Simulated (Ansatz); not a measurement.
## How Ti(0001) screens a field

Aim: image plane and induced charge of Ti(0001).

Calculated with Ansatz 0.2.0; plane-wave DFT, PBE, Ansatz PAW.

### Step 1. Set-up

The cell holds 5 atoms: 5 Ti. Cell: a = 2.950 Å, b = 2.950 Å, c = 27.369 Å, α = 90.0°, β = 90.0°, γ = 60.0°. Vacuum lies along c.

### Step 2. Single point, field 0

A sawtooth potential applies the field, turning back in the middle of the vacuum. With the dipole correction the typed value is the field outside the slab. The induced dipole is small, so the SCF threshold is tight.

input.yaml reads:

```yaml
crystal:
  lattice:
    - [2.95, 0.0, 0.0]
    - [1.475, 2.5547749412, 0.0]
    - [0.0, 0.0, 27.3692]
  atoms:
    - { symbol: Ti, position: [0.0, 0.0, 0.3288367946] }
    - { symbol: Ti, position: [0.6666666667, 0.6666666667, 0.4144183973] }
    - { symbol: Ti, position: [0.0, 0.0, 0.5] }
    - { symbol: Ti, position: [0.6666666667, 0.6666666667, 0.5855816027] }
    - { symbol: Ti, position: [0.0, 0.0, 0.6711632054] }
kpoints:
  mp_grid: { grid: [18, 18, 1] }
hamiltonian:
  xc: pbe
scf:
  occupations: { method: fermi_dirac, width: 0.1 }
  convergence: { dr2_threshold: 1.0e-10 }
efield:
  axis: 3
  dipole_correction: true
  ramp_position: 0.97
  ramp_width: 0.06
  amplitude: 0
output:
  forces: true
  write_potential: true
  write_density: true
  volumetric_format: npy
```

Launch:

```bash
$ ansatz run input.yaml --threads 2 --pin off --max-ram 3072MiB --backend cpu --events-out ev --progress --plain --runs-dir out
```

Numbers of over 12 decimals in the logs are rounded to 6 here.

Log:

```text
Engine: ansatz 0.2.0, aarch64-unknown-linux-gnu
Pseudopotentials: kind: paw
Pseudopotential: Ti, paw, valence charge 12, recommended cutoff 420 eV (normal), Ti.paw.azcp
Functional definition: PBE
  parameter kappa = 0.804
  parameter beta = 0.066725
  exchange = pbe_x(kappa = kappa, mu = beta*pi^2/3)
  correlation = pbe_c(beta = beta)
Crystal: 5 atoms, lattice volume = 206.270 Å³
Basis set: ecut = 420 eV, 3943 PW (Γ), exchange–correlation on 40×40×384 points (8 copies of the dense FFT grid, shifted against one another)
Bands: 36, of which v1, the nominal top of the filled ones, is band 30 counted from 1 (29 counted from 0)
Symmetry: 6 space group operations
k-points: 37 of 324 (time reversal used)
Non-local potential: Ti, projectors of the file, l = 0: 3, l = 1: 2, l = 2: 3, l = 3: 1
PAW form: soft (Blöchl's): semilocal exchange-correlation on the pseudo side does not see the compensation charge
PAW one-centre angular grid: Ti, 590 points (default); XC on 64 Gauss nodes
Initial density: superposition of atomic densities (neutral atoms: chi_scale 0, normalization atom), corrected by the library's trained network
Initial wavefunctions: pseudopotential atomic-orbital guess
Functional: x = pbe(κ = 0.804, μ = 0.219515), c = pbe(β = 0.066725)
SCF iter   1: F=—  HF=-12496.533268 eV  |F-HF|=—  |Δ(HF+E_count)|=         —  Δρ=9.42e-3  dr2=1.85e0  ethr=1.77e-3  p=0.000 e·Å  D=1.09e-13 V/Å  ΔV_dip=-0.00 eV  dr2_dipole=4.25e-6  V_vac-E_F(+/−)=4.11/4.11 eV  ⟨swp⟩=7.9  Hψ=13342  notcnv=0
efield: sawtooth ramp at fractional position 0.9700 (set: `efield.ramp_position`, or a place that a band, a saddle search or an elastic batch's reference lends), width 0.0600; the density the first Hamiltonian is built on has a dipole p = 0.000 e·Å; the dipole correction subtracts the counter field D = 1.09e-13 V/Å, which shifts the + side's vacuum level by -0.00 eV against the − side's; the planar-averaged density in the ramp window peaks in size at 3.3e-5 e/Å³
automatic band count: the SCF goes on with 42 bands, as 36 were too few: the levels above may hold too much charge
preconditioner: auto → LDOS  [metal: Δε(μ)=0.001 eV  Ē_g=2.769 eV  σ=0.100 eV  W_gap=0.00  n_scr=18 (ndim 8)  ℏωp=11.6 eV  f_vac=0.508  D(μ)=9.67/eV (n_scr^D=102)  β→1.0]
SCF iter   2: F=—  HF=-12496.506324 eV  |F-HF|=—  |Δ(HF+E_count)|=   2.69e-2  Δρ=2.55e-3  dr2=2.09e-2  ethr=1.77e-3  p=0.000 e·Å  D=4.90e-5 V/Å  ΔV_dip=-0.00 eV  dr2_dipole=2.66e-6  V_vac-E_F(+/−)=4.36/4.36 eV  ⟨swp⟩=1.3  Hψ=1862  notcnv=0
SCF iter   3: F=—  HF=-12496.505043 eV  |F-HF|=—  |Δ(HF+E_count)|=   1.28e-3  Δρ=9.65e-4  dr2=7.31e-3  ethr=3.48e-5  p=0.000 e·Å  D=4.31e-6 V/Å  ΔV_dip=-0.00 eV  dr2_dipole=1.13e-6  V_vac-E_F(+/−)=4.37/4.37 eV  ⟨swp⟩=2.3  Hψ=2328  notcnv=0
SCF iter   4: F=—  HF=-12496.504732 eV  |F-HF|=—  |Δ(HF+E_count)|=   3.10e-4  Δρ=2.14e-4  dr2=2.35e-4  ethr=1.22e-5  p=0.000 e·Å  D=3.23e-6 V/Å  ΔV_dip=-0.00 eV  dr2_dipole=5.39e-9  V_vac-E_F(+/−)=4.39/4.39 eV  ⟨swp⟩=1.5  Hψ=1589  notcnv=0
SCF iter   5: F=—  HF=-12496.504765 eV  |F-HF|=—  |Δ(HF+E_count)|=   3.26e-5  Δρ=1.20e-4  dr2=5.31e-5  ethr=3.92e-7  p=0.000 e·Å  D=1.41e-6 V/Å  ΔV_dip=-0.00 eV  dr2_dipole=1.98e-8  V_vac-E_F(+/−)=4.40/4.40 eV  ⟨swp⟩=2.0  Hψ=2103  notcnv=0
SCF iter   6: F=—  HF=-12496.504763 eV  |F-HF|=—  |Δ(HF+E_count)|=   1.57e-6  Δρ=2.51e-5  dr2=2.83e-6  ethr=8.86e-8  p=0.000 e·Å  D=4.30e-7 V/Å  ΔV_dip=-0.00 eV  dr2_dipole=3.56e-11  V_vac-E_F(+/−)=4.41/4.41 eV  ⟨swp⟩=2.2  Hψ=2121  notcnv=0
SCF iter   7: F=—  HF=-12496.504870 eV  |F-HF|=—  |Δ(HF+E_count)|=   1.07e-4  Δρ=9.72e-6  dr2=4.02e-7  ethr=4.72e-9  p=-0.000 e·Å  D=-8.63e-8 V/Å  ΔV_dip=0.00 eV  dr2_dipole=6.41e-10  V_vac-E_F(+/−)=4.41/4.41 eV  ⟨swp⟩=2.1  Hψ=2024  notcnv=0
SCF iter   8: F=—  HF=-12496.504870 eV  |F-HF|=—  |Δ(HF+E_count)|=   1.16e-7  Δρ=3.43e-6  dr2=3.16e-8  ethr=6.70e-10  p=-0.000 e·Å  D=-7.60e-8 V/Å  ΔV_dip=0.00 eV  dr2_dipole=5.12e-12  V_vac-E_F(+/−)=4.41/4.41 eV  ⟨swp⟩=2.1  Hψ=2089  notcnv=0
SCF iter   9: F=—  HF=-12496.504870 eV  |F-HF|=—  |Δ(HF+E_count)|=   3.13e-8  Δρ=1.40e-6  dr2=4.67e-9  ethr=5.27e-11  p=0.000 e·Å  D=6.79e-9 V/Å  ΔV_dip=-0.00 eV  dr2_dipole=4.57e-14  V_vac-E_F(+/−)=4.42/4.42 eV  ⟨swp⟩=3.5  Hψ=2950  notcnv=0
SCF iter  10: F=—  HF=-12496.504870 eV  |F-HF|=—  |Δ(HF+E_count)|=   5.79e-9  Δρ=4.31e-7  dr2=4.04e-10  ethr=7.78e-12  p=-0.000 e·Å  D=-7.76e-9 V/Å  ΔV_dip=0.00 eV  dr2_dipole=1.53e-12  V_vac-E_F(+/−)=4.42/4.42 eV  ⟨swp⟩=3.0  Hψ=3175  notcnv=0
SCF iter  11: F=-12496.504870 eV  HF=-12496.504870 eV  |F-HF|=2.26e-10  |Δ(HF+E_count)|=   1.42e-9  Δρ=1.48e-7  dr2=7.76e-11  ethr=1.00e-12  p=-0.000 e·Å  D=-1.85e-9 V/Å  ΔV_dip=0.00 eV  dr2_dipole=2.88e-13  V_vac-E_F(+/−)=4.42/4.42 eV  ⟨swp⟩=10.2  Hψ=8290  notcnv=0
SCF 1 converged in 11 iterations: F = -12496.504870 eV  dr2 = 7.76e-11
  greatest PAW one-centre occupation: 0.999 electrons in one spin orbital (limit 2), on the Ti atom at site 2 (counted from 0), in its partial waves of l = 0
WARN: The output density's exchange-correlation potential varies sharply where the density is thin. Do not read a vacuum level from v_tot or v_xc, or from such a field of the output density. On a cell that repeats whose density bears no net charge and no dipole along the vacuum's axis use v_es (v_loc + v_h of the components); under efield.dipole_correction with no amplitude use v_es + v_field, which holds any externa [...]
SCF converged after 11 iterations
Free energy (F): -12496.504870 eV
Harris-Foulkes:  -12496.504870 eV  (|F-HF|=2.26e-10)
Internal energy: -12496.194243 eV  (E = F + TS)
E sigma→0 (E₀):  -12496.349557 eV
Entropy (-TS):   -0.310627 eV (-62.125 meV/atom)
Fermi energy:    3.211988 eV
Dipole field:    D = -0.000001 V/Å  (p = -0.000001 e·Å, saw-weighted, corrected)
Work function:   Φ+ = 4.4154 eV   Φ− = 4.4154 eV
Levels:          The Fermi level and band energies are counted from a zero that moves with the ramp; work functions are not
--- Per-component energies (eV) ---
  E_band       = -1395.719291
  E_kinetic    = 1356.259996
  E_local      = -69976.758312  (includes V_loc(G=0)·N_el)
  E_nonlocal   = 42.298472
  E_hartree    = 34321.019060
  E_xc         = -483.796312
  E_vxc        = -604.877036  (∫ρ·V_xc dr)
  E_paw        = -5238.085719  (= ΣΔE_a)
  E_vpaw       = -854.682099  (= ΣTr[D̂ρ^β])
  E_aug_tail   = 0.000600  (compensation charges beyond the density's cutoff)
  E_efield     = 0.000000  (sawtooth field / dipole correction)
  E_vefield    = 0.000000  (∫n·V_field dr)
  E_ewald      = 27482.867972
  E_smearing   = -0.310627  (= −TS)
  E_closure    = -0.000000  (closes the sum)
  Σ components = -12496.504870   (vs F -12496.504870, Δ=0.00e0)
--- Forces (eV/Å), atoms counted from 1 ---
  atom   1  Ti    -0.00000000    -0.00000000     0.55435869
  atom   2  Ti    -0.00000000     0.00000000    -0.55679413
  atom   3  Ti     0.00000000    -0.00000000     0.00000035
  atom   4  Ti     0.00000000     0.00000000     0.55679370
  atom   5  Ti     0.00000000    -0.00000000    -0.55435839
  max |Σ_I F_I| component: 2.10e-7 eV/Å
--- Band table (eV; the first three rows and the last of 37) ---
  k-point 0: bands = [... 26 lower, 3.1694, 3.4632, 3.6245, 3.8182, 3.9082, 3.9082, 3.9353, 3.9353, ... 8 higher]
  k-point 1: bands = [... 26 lower, 3.1785, 3.3649, 3.5936, 3.7063, 3.8246, 3.8560, 3.9177, 3.9578, ... 8 higher]
  k-point 2: bands = [... 26 lower, 3.1266, 3.1961, 3.3812, 3.5951, 3.6194, 3.7227, 3.8193, 4.0970, ... 8 higher]
  k-point 36: bands = [... 26 lower, 2.0866, 2.4858, 2.5856, 3.0287, 3.2163, 3.2943, 3.3170, 3.3243, ... 8 higher]
```

Wall time 19 s (2 threads of Arm Neoverse V2, shared host); peak memory 0.54 GiB; 38 s of CPU time.

This step gave:

| Quantity | Value |
| --- | --- |
| energy at zero smearing | -12496.3496 eV |
| work function, upper face | 4.415 eV |
| dipole along the normal | -8.12e-7 e·Å |

Running mean over 2.342 Å of the planar mean; the ramp of the sawtooth is left out. Electron's electrostatic potential energy less the Fermi level against z:

z (Å), electron's electrostatic potential energy less the Fermi level (eV) and a bar from the least value:
```
      3.5       4.41 ##############################
      4.0       4.41 ##############################
      4.5       4.41 ##############################
      5.0       4.40 ##############################
      5.5       4.35 ##############################
      6.0       4.23 ##############################
      6.5       3.88 #############################
      7.0       2.89 ##########################
      7.5       0.38 ###################
      8.0      -3.13 ##########
      8.5      -5.86 ##
      9.0      -6.74 
      9.5      -6.70 
     10.0      -6.59 
     10.5      -6.56 
     11.0      -6.59 
     11.5      -6.63 
     12.0      -6.67 
     12.5      -6.67 
     13.0      -6.65 
     13.5      -6.64 
     14.0      -6.64 
     14.5      -6.66 
     15.0      -6.67 
     15.5      -6.66 
     16.0      -6.62 
     16.5      -6.58 
     17.0      -6.56 
     17.5      -6.61 
     18.0      -6.74 
     18.5      -6.65 
     19.0      -5.32 ####
     19.5      -2.21 ############
     20.0       1.19 #####################
     20.5       3.25 ###########################
     21.0       4.01 #############################
     21.5       4.28 ##############################
     22.0       4.37 ##############################
     22.5       4.40 ##############################
     23.0       4.41 ##############################
     23.5       4.41 ##############################
     24.0       4.41 ##############################
```

Force by atom:

```csv
atom,x (eV/Å),y (eV/Å),z (eV/Å),size
Ti1,0.000,0.000,0.554,0.554
Ti2,0.000,0.000,-0.557,0.557
Ti3,0.000,0.000,0.000,0.000
Ti4,0.000,0.000,0.557,0.557
Ti5,0.000,0.000,-0.554,0.554
```

The work function of the upper face is 4.42 eV.

### Step 3. Single point, field 0.05 V/Å

Edit input.yaml of step 2 so:

```diff
@@ -23,3 +23,3 @@
   ramp_width: 0.06
-  amplitude: 0
+  amplitude: 0.05
 output:
```

Log:

```text
[...]
Crystal: 5 atoms, lattice volume = 206.270 Å³
Basis set: ecut = 420 eV, 3943 PW (Γ), exchange–correlation on 40×40×384 points (8 copies of the dense FFT grid, shifted against one another)
Bands: 36, of which v1, the nominal top of the filled ones, is band 30 counted from 1 (29 counted from 0)
Symmetry: 6 space group operations
k-points: 37 of 324 (time reversal used)
[...]
k-point 0: bands = [... 26 lower, 3.1695, 3.4630, 3.6243, 3.8180, 3.9080, 3.9080, 3.9351, 3.9351, ... 8 higher]
  k-point 1: bands = [... 26 lower, 3.1784, 3.3646, 3.5935, 3.7061, 3.8244, 3.8558, 3.9174, 3.9576, ... 8 higher]
  k-point 2: bands = [... 26 lower, 3.1264, 3.1958, 3.3811, 3.5948, 3.6191, 3.7225, 3.8190, 4.0968, ... 8 higher]
  k-point 36: bands = [... 26 lower, 2.0864, 2.4856, 2.5853, 3.0285, 3.2160, 3.2940, 3.3167, 3.3242, ... 8 higher]
[key lines of the parts left out:]
SCF converged after 15 iterations
Free energy (F): -12496.505599 eV
Fermi energy:    3.211774 eV
Dipole field:    D = 0.025559 V/Å  (p = 0.029136 e·Å, saw-weighted, corrected)
```

Elapsed: 25 s, on 2 threads; peak memory 0.52 GiB; 49 s of CPU time.

The dipole is 0.0291 e·Å.

### Step 4. Single point, field -0.05 V/Å

Edit input.yaml of step 3 so:

```diff
@@ -23,3 +23,3 @@
   ramp_width: 0.06
-  amplitude: 0.05
+  amplitude: -0.05
 output:
```

Log:

```text
[...]
Crystal: 5 atoms, lattice volume = 206.270 Å³
Basis set: ecut = 420 eV, 3943 PW (Γ), exchange–correlation on 40×40×384 points (8 copies of the dense FFT grid, shifted against one another)
Bands: 36, of which v1, the nominal top of the filled ones, is band 30 counted from 1 (29 counted from 0)
Symmetry: 6 space group operations
k-points: 37 of 324 (time reversal used)
[...]
k-point 0: bands = [... 26 lower, 3.1695, 3.4630, 3.6243, 3.8180, 3.9080, 3.9080, 3.9351, 3.9351, ... 8 higher]
  k-point 1: bands = [... 26 lower, 3.1784, 3.3646, 3.5935, 3.7061, 3.8244, 3.8558, 3.9174, 3.9576, ... 8 higher]
  k-point 2: bands = [... 26 lower, 3.1264, 3.1958, 3.3811, 3.5948, 3.6191, 3.7225, 3.8190, 4.0968, ... 8 higher]
  k-point 36: bands = [... 26 lower, 2.0864, 2.4856, 2.5853, 3.0285, 3.2160, 3.2940, 3.3167, 3.3242, ... 8 higher]
[key lines of the parts left out:]
SCF converged after 15 iterations
Free energy (F): -12496.505599 eV
Fermi energy:    3.211774 eV
Dipole field:    D = -0.025559 V/Å  (p = -0.029136 e·Å, saw-weighted, corrected)
```

Run time: 24 s. Hardware: 2 threads; peak memory 0.52 GiB.

The dipole is -0.0291 e·Å.

### Step 5. Single point, field 0.1 V/Å

Edit input.yaml of step 4 so:

```diff
@@ -23,3 +23,3 @@
   ramp_width: 0.06
-  amplitude: -0.05
+  amplitude: 0.1
 output:
```

Log:

```text
[...]
Crystal: 5 atoms, lattice volume = 206.270 Å³
Basis set: ecut = 420 eV, 3943 PW (Γ), exchange–correlation on 40×40×384 points (8 copies of the dense FFT grid, shifted against one another)
Bands: 36, of which v1, the nominal top of the filled ones, is band 30 counted from 1 (29 counted from 0)
Symmetry: 6 space group operations
k-points: 37 of 324 (time reversal used)
[...]
k-point 0: bands = [... 26 lower, 3.1701, 3.4624, 3.6237, 3.8175, 3.9074, 3.9074, 3.9344, 3.9344, ... 8 higher]
  k-point 1: bands = [... 26 lower, 3.1783, 3.3640, 3.5930, 3.7055, 3.8238, 3.8552, 3.9168, 3.9570, ... 8 higher]
  k-point 2: bands = [... 26 lower, 3.1258, 3.1950, 3.3808, 3.5942, 3.6185, 3.7219, 3.8184, 4.0962, ... 8 higher]
  k-point 36: bands = [... 26 lower, 2.0858, 2.4850, 2.5847, 3.0279, 3.2154, 3.2934, 3.3159, 3.3237, ... 8 higher]
[key lines of the parts left out:]
SCF converged after 14 iterations
Free energy (F): -12496.507784 eV
Fermi energy:    3.211153 eV
Dipole field:    D = 0.051122 V/Å  (p = 0.058275 e·Å, saw-weighted, corrected)
```

The job ended after 23 s (2 threads; peak memory 0.53 GiB; 46 s of CPU time).

The dipole is 0.0583 e·Å.

### Step 6. Single point, field -0.1 V/Å

Edit input.yaml of step 5 so:

```diff
@@ -23,3 +23,3 @@
   ramp_width: 0.06
-  amplitude: 0.1
+  amplitude: -0.1
 output:
```

Log:

```text
[...]
Crystal: 5 atoms, lattice volume = 206.270 Å³
Basis set: ecut = 420 eV, 3943 PW (Γ), exchange–correlation on 40×40×384 points (8 copies of the dense FFT grid, shifted against one another)
Bands: 36, of which v1, the nominal top of the filled ones, is band 30 counted from 1 (29 counted from 0)
Symmetry: 6 space group operations
k-points: 37 of 324 (time reversal used)
[...]
k-point 0: bands = [... 26 lower, 3.1701, 3.4624, 3.6237, 3.8175, 3.9074, 3.9074, 3.9344, 3.9344, ... 8 higher]
  k-point 1: bands = [... 26 lower, 3.1783, 3.3640, 3.5930, 3.7055, 3.8238, 3.8552, 3.9168, 3.9570, ... 8 higher]
  k-point 2: bands = [... 26 lower, 3.1258, 3.1950, 3.3808, 3.5942, 3.6185, 3.7219, 3.8184, 4.0962, ... 8 higher]
  k-point 36: bands = [... 26 lower, 2.0858, 2.4850, 2.5847, 3.0279, 3.2154, 3.2934, 3.3159, 3.3237, ... 8 higher]
[key lines of the parts left out:]
SCF converged after 14 iterations
Free energy (F): -12496.507784 eV
Fermi energy:    3.211153 eV
Dipole field:    D = -0.051122 V/Å  (p = -0.058275 e·Å, saw-weighted, corrected)
```

It took 24 s on 2 threads; peak memory 0.53 GiB; 47 s of CPU time.

The dipole is -0.0583 e·Å.

### Step 7. Atoms held, field 0.2 V/Å

Edit input.yaml of step 6 so:

```diff
@@ -23,3 +23,3 @@
   ramp_width: 0.06
-  amplitude: -0.1
+  amplitude: 0.2
 output:
```

Log:

```text
[...]
Crystal: 5 atoms, lattice volume = 206.270 Å³
Basis set: ecut = 420 eV, 3943 PW (Γ), exchange–correlation on 40×40×384 points (8 copies of the dense FFT grid, shifted against one another)
Bands: 36, of which v1, the nominal top of the filled ones, is band 30 counted from 1 (29 counted from 0)
Symmetry: 6 space group operations
k-points: 37 of 324 (time reversal used)
[...]
k-point 0: bands = [... 26 lower, 3.1719, 3.4599, 3.6216, 3.8154, 3.9048, 3.9048, 3.9319, 3.9319, ... 8 higher]
  k-point 1: bands = [... 26 lower, 3.1779, 3.3615, 3.5913, 3.7032, 3.8213, 3.8527, 3.9143, 3.9544, ... 8 higher]
  k-point 2: bands = [... 26 lower, 3.1232, 3.1917, 3.3796, 3.5917, 3.6161, 3.7194, 3.8159, 4.0936, ... 8 higher]
  k-point 36: bands = [... 26 lower, 2.0832, 2.4825, 2.5822, 3.0253, 3.2129, 3.2909, 3.3127, 3.3219, ... 8 higher]
[key lines of the parts left out:]
SCF converged after 15 iterations
Free energy (F): -12496.516525 eV
Fermi energy:    3.208662 eV
Dipole field:    D = 0.102257 V/Å  (p = 0.116565 e·Å, saw-weighted, corrected)
```

The job ended after 25 s (2 threads; peak memory 0.53 GiB).

The dipole is 0.117 e·Å.

### Step 8. Single point, field -0.2 V/Å

Edit input.yaml of step 7 so:

```diff
@@ -23,3 +23,3 @@
   ramp_width: 0.06
-  amplitude: 0.2
+  amplitude: -0.2
 output:
```

Log:

```text
[...]
Crystal: 5 atoms, lattice volume = 206.270 Å³
Basis set: ecut = 420 eV, 3943 PW (Γ), exchange–correlation on 40×40×384 points (8 copies of the dense FFT grid, shifted against one another)
Bands: 36, of which v1, the nominal top of the filled ones, is band 30 counted from 1 (29 counted from 0)
Symmetry: 6 space group operations
k-points: 37 of 324 (time reversal used)
[...]
k-point 0: bands = [... 26 lower, 3.1719, 3.4599, 3.6216, 3.8154, 3.9048, 3.9048, 3.9319, 3.9319, ... 8 higher]
  k-point 1: bands = [... 26 lower, 3.1778, 3.3615, 3.5913, 3.7032, 3.8213, 3.8527, 3.9143, 3.9544, ... 8 higher]
  k-point 2: bands = [... 26 lower, 3.1232, 3.1917, 3.3796, 3.5917, 3.6161, 3.7194, 3.8159, 4.0936, ... 8 higher]
  k-point 36: bands = [... 26 lower, 2.0832, 2.4825, 2.5822, 3.0253, 3.2129, 3.2909, 3.3127, 3.3219, ... 8 higher]
[key lines of the parts left out:]
SCF converged after 14 iterations
Free energy (F): -12496.516525 eV
Fermi energy:    3.208658 eV
Dipole field:    D = -0.102258 V/Å  (p = -0.116566 e·Å, saw-weighted, corrected)
```

Elapsed: 23 s, on 2 threads; peak memory 0.53 GiB; 46 s of CPU time.

The dipole is -0.117 e·Å.

### Step 9. Single point, field 0.4 V/Å

Edit input.yaml of step 8 so:

```diff
@@ -23,3 +23,3 @@
   ramp_width: 0.06
-  amplitude: -0.2
+  amplitude: 0.4
 output:
@@ -29 +29,2 @@
   volumetric_format: npy
+  elf: true
```

Log:

```text
[...]
Crystal: 5 atoms, lattice volume = 206.270 Å³
Basis set: ecut = 420 eV, 3943 PW (Γ), exchange–correlation on 40×40×384 points (8 copies of the dense FFT grid, shifted against one another)
Bands: 36, of which v1, the nominal top of the filled ones, is band 30 counted from 1 (29 counted from 0)
Symmetry: 6 space group operations
k-points: 37 of 324 (time reversal used)
[...]
k-point 0: bands = [... 26 lower, 3.1755, 3.4499, 3.6129, 3.8070, 3.8944, 3.8944, 3.9216, 3.9216, ... 8 higher]
  k-point 1: bands = [... 26 lower, 3.1748, 3.3513, 3.5840, 3.6937, 3.8110, 3.8424, 3.9039, 3.9440, ... 8 higher]
  k-point 2: bands = [... 26 lower, 3.1127, 3.1784, 3.3744, 3.5813, 3.6060, 3.7093, 3.8057, 4.0832, ... 8 higher]
  k-point 36: bands = [... 26 lower, 2.0729, 2.4722, 2.5719, 3.0150, 3.2026, 3.2806, 3.3003, 3.3138, ... 8 higher]
[key lines of the parts left out:]
SCF converged after 17 iterations
Free energy (F): -12496.551506 eV
Fermi energy:    3.198475 eV
Dipole field:    D = 0.204657 V/Å  (p = 0.233293 e·Å, saw-weighted, corrected)
```

Wall time 26 s (2 threads); peak memory 0.52 GiB; 51 s of CPU time.

Running mean over 2.342 Å of the planar mean, with the applied field; the ramp of the sawtooth is left out. Electron's electrostatic potential energy less the Fermi level against z:

```csv
z (Å),electron's electrostatic potential energy less the Fermi level (eV)
4,3.37
5,3.74
6,3.93
7,2.83
8,-3.11
9,-6.73
10,-6.59
11,-6.59
12,-6.67
13,-6.65
14,-6.64
15,-6.67
16,-6.62
17,-6.56
18,-6.74
19,-5.35
20,1.22
21,4.23
22,4.94
23,5.37
24,5.77
```

The dipole is 0.233 e·Å.

(Continued in part 2 of 2.)

[Logs are printed without paths, hosts, clocks, repeated set-up lines and the standing remarks that a program may print on its own settings, such as how far it seeks lower states.]

[Hosts, paths, dates, database ids (printed as entryN), source tags and the programs' standing remarks are cut or masked in the printed files.]

[Maps of the electrostatic potential energy from Ansatz leave out the sawtooth potential of an applied field or a dipole correction, so their vacuum need not be flat; planar profiles and work functions include it.]
